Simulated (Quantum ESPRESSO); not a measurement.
# SiC (Moissanite 3C): phonons by linear response

Wanted: phonon bands, density of states and zone-centre response of SiC (Moissanite 3C).

Method: DFT LDA, scalar-relativistic, plane waves, PseudoDojo norm-conserving pseudopotentials, in Quantum ESPRESSO 7.5.

The experiments to compare with:

For SiC, 3C polytype (zincblende) (single crystals from silicon oxide and carbon black reaction at 2800 K, annealed in air), “On melting of silicon carbide under pressure” (2012, arxiv:1210.3244) quotes earlier work: lattice constant a (a of cubic 3C-SiC starting crystals) 4.357 Å [Starting-material characterisation; no method, uncertainty or temperature given].

For SiC, cubic 3C zincblende (literature value), “Insight into the structural, elastic and electronic properties of a new orthorhombic 6O-SiC polytype” (2020, pmc:7200658) quotes earlier work: band gap (indirect gap) 2.4 eV [literature value; measurement temperature and method not stated].

“Infrared properties of SiC particles” (1999, arxiv:astro-ph/9903031) quotes from earlier work for SiC, 3C (beta, cubic zinc blende) (literature average; scatter up to 0.2): ε∞ (high-frequency dielectric constant) 6.49 [average of published experimental values; polytype label garbled in the row, 3C inferred …].

“Non-Destructive Mechanical Characterization of Sic Fibers by Raman Spectroscopy” (2007, arxiv:cond-mat/0701342) reports for SiC, beta-SiC (3C, zinc blende), by micro-Raman backscattering, 514.5 nm (near-stoichiometric polycrystalline SiC fibers (Hi-S, SA, Sylramic; C/Si below 1.1), cross sections, 300 K): Raman mode (TO at Gamma (degenerate TO1/TO2), approximate peak position) about 796 cm⁻¹ [polymer-derived SiC fibers with excess carbon and stacking disorder; satellite line near …].

For SiC, 3C (zinc blende) (high-purity CVD 3C-SiC wafer, 292 K), “Optical properties of silicon carbide for astrophysical applications I. New laboratory infrared reflectance spectra and optical constants” (2008, arxiv:0803.1210) gives, by FTIR reflectance, classical dispersion analysis: infrared mode (TO at Gamma) about 797.5 cm⁻¹ [TO position from reflectance band and dispersion fit; imperfect surface polish].

## 1. The structure

Symmetry: F-43m, No. 216, cubic system. The conventional cell has a = 4.358 Å, b = 4.358 Å, c = 4.358 Å, α = 90.00°, β = 90.00°, γ = 90.00°. Nearest to Si lie 4 C at 1.89 Å. Nearest to C lie 4 Si at 1.89 Å. Farther neighbours are not listed.

## 2. A probe with smearing

A cheap run with smearing and empty bands tells whether the crystal has a gap, which decides between fixed occupations and smearing later on.

probe.in

```
 &control
    calculation='scf',
    prefix='x',
    outdir='./tmp',
    pseudo_dir='./pseudo',
    tprnfor=.true.,
    tstress=.true.,
    verbosity='high',
 /
 &system
    ibrav=2,
    celldm(1)=8.23542645,
    nat=2,
    ntyp=2,
    ecutwfc=82.0,
    occupations='smearing',
    smearing='gaussian',
    degauss=0.01,
 /
 &electrons
    conv_thr=1.0d-07,
    mixing_beta=0.7,
    electron_maxstep=100,
 /
ATOMIC_SPECIES
 Si     28.0850  Si.upf
 C      12.0110  C.upf
ATOMIC_POSITIONS crystal
 Si     0.000000000   0.000000000   0.000000000
 C      0.250000000   0.250000000   0.250000000
K_POINTS automatic
 8 8 8 0 0 0
```

Launch:

```
> OMP_NUM_THREADS=1 mpirun -n 4 pw.x -nk 4 -in probe.in > probe.out
```

The log of the run:

```text
[banners, grids, parts of the stress and lines that vanish by symmetry left out]
Program PWSCF v.7.5
     bravais-lattice index     =            2
     lattice parameter (alat)  =       8.2354  a.u.
[...]
kinetic-energy cutoff     =      82.0000  Ry
     charge density cutoff     =     328.0000  Ry
     scf convergence threshold =      1.0E-07
[...]
Exchange-correlation= SLA  PW   NOGX NOGC
                           (   1   4   0   0   0   0   0)
[...]
24 Sym. Ops. (no inversion) found
[...]
(     0          1          0      )
                  (     0          0          1      )
[...]
(  0.0000000  1.0000000  0.0000000 )
                  (  0.0000000  0.0000000  1.0000000 )
[...]
(     1          0         -1      )
                  (     0          0         -1      )
[...]
(  0.0000000  1.0000000  0.0000000 )
[...]
(    -1          0          1      )
                  (    -1          0          0      )
[...]
(  0.0000000  0.0000000  1.0000000 )
                  (  0.0000000 -1.0000000  0.0000000 )
[...]
number of k points=    29  Gaussian smearing, width (Ry)=  0.0100
[...]
End of self-consistent calculation
[...]
the Fermi energy is     9.9920 ev
!    total energy              =     -20.63318244 Ry
[...]
convergence has been achieved in   8 iterations
[...]
atom    1 type  1   force =    -0.00000000    0.00000000   -0.00000000
     atom    2 type  2   force =     0.00000000    0.00000000    0.00000000
[...]
Total force =     0.000000     Total SCF correction =     0.000000
[...]
total   stress  (Ry/bohr**3)                   (kbar)     P=      -49.53
[...]
XML data file, charge density, pseudopotentials, collected wavefunctions

   JOB DONE.
```

Wall time 3.3 s (4 MPI ranks of AMD EPYC 7R43, shared host); 12 s of CPU time.

Read from the output:

| Item | Value |
| --- | --- |
| volume per atom | 10.35 Å³ |
| pressure | -4.953 GPa |
| gap on the k-mesh | 1.328 eV |

A gap of 1.3 eV opens on this mesh, so the crystal is taken as an insulator; the start stands at -5.0 GPa.

## 3. Relaxing the cell and atoms

The relaxation runs at a cutoff a fifth above that of the response, since stress converges more slowly with the basis than frequencies do. Forces and stress are brought to rest with tight thresholds.

relax.in

```
 &control
    calculation='vc-relax',
    prefix='x',
    outdir='./tmp',
    pseudo_dir='./pseudo',
    tprnfor=.true.,
    tstress=.true.,
    forc_conv_thr=2.0d-05,
    etot_conv_thr=1.0d-07,
    nstep=40,
 /
 &system
    ibrav=2,
    celldm(1)=8.23542645,
    nat=2,
    ntyp=2,
    ecutwfc=98,
    occupations='fixed',
    nbnd=6,
 /
 &electrons
    conv_thr=1.0d-11,
    mixing_beta=0.7,
    electron_maxstep=100,
 /
 &ions
 /
 &cell
    press_conv_thr=0.2,
 /
ATOMIC_SPECIES
 Si     28.0850  Si.upf
 C      12.0110  C.upf
ATOMIC_POSITIONS crystal
 Si     0.000000000   0.000000000   0.000000000
 C      0.250000000   0.250000000   0.250000000
K_POINTS automatic
 10 10 10 0 0 0
```

Launch:

```
> OMP_NUM_THREADS=1 mpirun -n 4 pw.x -nk 4 -in relax.in > relax.out
```

The log of the run:

```text
[banners, grids, parts of the stress and lines that vanish by symmetry left out]
[banner, memory and clock lines left out]
Program PWSCF v.7.5

[...]
kinetic-energy cutoff     =      98.0000  Ry
     charge density cutoff     =     392.0000  Ry
     scf convergence threshold =      1.0E-11
[...]
energy convergence thresh.=      1.0E-07
     force convergence thresh. =      2.0E-05
     press convergence thresh. =      2.0E-01
     Exchange-correlation= SLA  PW   NOGX NOGC
                           (   1   4   0   0   0   0   0)
[...]
24 Sym. Ops. (no inversion) found
[...]
number of k points=    47
[...]
End of self-consistent calculation
[...]
highest occupied, lowest unoccupied level (ev):     9.2524   10.5812
!    total energy              =     -20.63330537 Ry
[...]
convergence has been achieved in  16 iterations
[...]
atom    1 type  1   force =     0.00000000   -0.00000000    0.00000000
     atom    2 type  2   force =     0.00000000    0.00000000   -0.00000000
     Total force =     0.000000     Total SCF correction =     0.000000
[...]
total   stress  (Ry/bohr**3)                   (kbar)     P=      -48.93
[...]
number of bfgs steps    =   0
[...]
CELL_PARAMETERS (alat=  8.23542645)
[...]
ATOMIC_POSITIONS (crystal)
Si               0.0000000000        0.0000000000       -0.0000000000
C                0.2500000000        0.2500000000        0.2500000000
[...]
New effective cutoffs (rho, wfc):  397.75   99.64
[...]
End of self-consistent calculation
[...]
highest occupied, lowest unoccupied level (ev):     9.5684   10.8769
!    total energy              =     -20.63382119 Ry
[...]
convergence has been achieved in  10 iterations
[...]
atom    1 type  1   force =     0.00000000    0.00000000   -0.00000000
     atom    2 type  2   force =     0.00000000   -0.00000000    0.00000000
     Total force =     0.000000     Total SCF correction =     0.000000
[...]
total   stress  (Ry/bohr**3)                   (kbar)     P=        6.12
[...]
number of bfgs steps    =   1
[...]
CELL_PARAMETERS (alat=  8.23542645)
[...]
ATOMIC_POSITIONS (crystal)
Si              -0.0000000000       -0.0000000000        0.0000000000
C                0.2500000000        0.2500000000        0.2500000000
[...]
New effective cutoffs (rho, wfc):  397.02   99.46
[...]
End of self-consistent calculation
[...]
highest occupied, lowest unoccupied level (ev):     9.5334   10.8441
!    total energy              =     -20.63382872 Ry
[...]
convergence has been achieved in  10 iterations
[...]
atom    1 type  1   force =     0.00000000   -0.00000000    0.00000000
     atom    2 type  2   force =     0.00000000   -0.00000000    0.00000000
     Total force =     0.000000     Total SCF correction =     0.000000
[...]
total   stress  (Ry/bohr**3)                   (kbar)     P=       -0.20
[...]
number of bfgs steps    =   2
[...]
small trust_radius: resetting bfgs history
[...]
CELL_PARAMETERS (alat=  8.23542645)
[...]
ATOMIC_POSITIONS (crystal)
Si              -0.0000000000       -0.0000000000        0.0000000000
C                0.2500000000        0.2500000000        0.2500000000
[...]
New effective cutoffs (rho, wfc):  397.05   99.47
[...]
End of self-consistent calculation
[...]
highest occupied, lowest unoccupied level (ev):     9.5347   10.8453
!    total energy              =     -20.63382873 Ry
[...]
convergence has been achieved in   7 iterations
[...]
atom    1 type  1   force =    -0.00000000    0.00000000   -0.00000000
     atom    2 type  2   force =     0.00000000    0.00000000   -0.00000000
     Total force =     0.000000     Total SCF correction =     0.000000
[...]
total   stress  (Ry/bohr**3)                   (kbar)     P=        0.03
[...]
bfgs converged in   4 scf cycles and   3 bfgs steps
[...]
End of BFGS Geometry Optimization
     Final enthalpy           =     -20.6338287306 Ry
     File ./tmp/x.bfgs deleted, as requested
[...]
CELL_PARAMETERS (alat=  8.23542645)
[...]
ATOMIC_POSITIONS (crystal)
Si              -0.0000000000       -0.0000000000        0.0000000000
C                0.2500000000        0.2500000000        0.2500000000
[...]
Final scf calculation at the relaxed structure.
[...]
kinetic-energy cutoff     =      98.0000  Ry
     charge density cutoff     =     392.0000  Ry
     scf convergence threshold =      1.0E-13
[...]
press convergence thresh. =      2.0E-01
     Exchange-correlation= SLA  PW   NOGX NOGC
                           (   1   4   0   0   0   0   0)
[...]
24 Sym. Ops. (no inversion) found
[...]
number of k points=    47
[...]
c_bands:  1 eigenvalues not converged
     c_bands:  1 eigenvalues not converged
     c_bands:  1 eigenvalues not converged
[...]
End of self-consistent calculation
[...]
highest occupied, lowest unoccupied level (ev):     9.5347   10.8453
!    total energy              =     -20.63382830 Ry
[...]
convergence has been achieved in  16 iterations
[...]
atom    1 type  1   force =    -0.00000000    0.00000000    0.00000000
     atom    2 type  2   force =     0.00000000   -0.00000000   -0.00000000
     Total force =     0.000000     Total SCF correction =     0.000000
[...]
total   stress  (Ry/bohr**3)                   (kbar)     P=        0.04
[...]
XML data file, charge density, pseudopotentials, collected wavefunctions
```

Run time: 21 s. Hardware: 4 MPI ranks.

The steps of the relaxation:

```csv
step,energy less that of the first step (eV),largest force (eV/Å),pressure (GPa),volume (Å³)
1,0.0000,0.0000,-4.89,20.69
2,-0.0070,0.0000,0.61,20.18
3,-0.0071,0.0000,-0.02,20.24
4,-0.0071,0.0000,0.00,20.23
5,-0.0071,0.0000,0.00,20.23
```

| conventional cell, symmetrised | before | after | change |
| --- | --- | --- | --- |
| a (Å) | 4.358 | 4.326 | -0.7 % |
| b (Å) | 4.358 | 4.326 | -0.7 % |
| c (Å) | 4.358 | 4.326 | -0.7 % |
| volume (Å³/atom) | 10.35 | 10.12 | -2.2 % |

The relaxed structure:

```
Si C
1.0
    -2.16279    0.00000    2.16279
     0.00000    2.16279    2.16279
    -2.16279    2.16279    0.00000
Si C
1 1
Direct
  0.00000 0.00000 0.00000
  0.25000 0.25000 0.25000
```

The last row of the table of steps is pw.x's closing run on a basis chosen anew for the final cell, so its energy can jump.

Read from the output:

```
volume per atom   : 10.12 Å³
pressure          : 0.004 GPa
gap on the k-mesh : 1.311 eV
```

The volume changes by -2.2 % from the cell with which this run began.

## 4. Self-consistent run for the response

Perturbation theory inherits every error of the wavefunctions, so the threshold is set near the limit of the arithmetic. With a gap, occupations are fixed, which also allows the response to an electric field.

scf.in

```
 &control
    calculation='scf',
    prefix='x',
    outdir='./tmp',
    pseudo_dir='./pseudo',
    tprnfor=.true.,
    tstress=.true.,
 /
 &system
    ibrav=2,
    celldm(1)=8.17417412,
    nat=2,
    ntyp=2,
    ecutwfc=82.0,
    occupations='fixed',
    nbnd=6,
 /
 &electrons
    conv_thr=1.0d-12,
    mixing_beta=0.7,
    electron_maxstep=100,
 /
ATOMIC_SPECIES
 Si     28.0850  Si.upf
 C      12.0110  C.upf
ATOMIC_POSITIONS crystal
 Si     0.000000000   0.000000000   0.000000000
 C      0.250000000   0.250000000   0.250000000
K_POINTS automatic
 12 12 12 0 0 0
```

Launch:

```
> OMP_NUM_THREADS=1 mpirun -n 4 pw.x -nk 4 -in scf.in > scf.out
```

The log of the run:

```text
[banners, grids, parts of the stress and lines that vanish by symmetry left out]
[banner, memory and clock lines left out]
Program PWSCF v.7.5

[...]
kinetic-energy cutoff     =      82.0000  Ry
     charge density cutoff     =     328.0000  Ry
     scf convergence threshold =      1.0E-12
[...]
Exchange-correlation= SLA  PW   NOGX NOGC
                           (   1   4   0   0   0   0   0)
[...]
24 Sym. Ops. (no inversion) found
[...]
number of k points=    72
[...]
c_bands:  1 eigenvalues not converged
[...]
End of self-consistent calculation
[...]
highest occupied, lowest unoccupied level (ev):     9.5347   10.8453
!    total energy              =     -20.63379391 Ry
[...]
convergence has been achieved in  17 iterations
[...]
atom    1 type  1   force =    -0.00000000   -0.00000000   -0.00000000
     atom    2 type  2   force =     0.00000000   -0.00000000    0.00000000
     Total force =     0.000000     Total SCF correction =     0.000000
[...]
total   stress  (Ry/bohr**3)                   (kbar)     P=       -0.70
[...]
XML data file, charge density, pseudopotentials, collected wavefunctions
```

The job ended after 7.8 s (4 MPI ranks).

Numbers from this step:

* pressure: -0.07000 GPa

The cell stands at -0.070 GPa, close enough for phonons.

(Part 1 of 3 ends here.)

[Host names and launcher messages were left out of these logs when they were recorded.]

[Logs are printed without paths, hosts, clocks, repeated set-up lines and the standing remarks that a program may print on its own settings, such as how far it seeks lower states.]

[Hosts, paths, dates, database ids (printed as entryN), source tags and the programs' standing remarks are cut or masked in the printed files.]
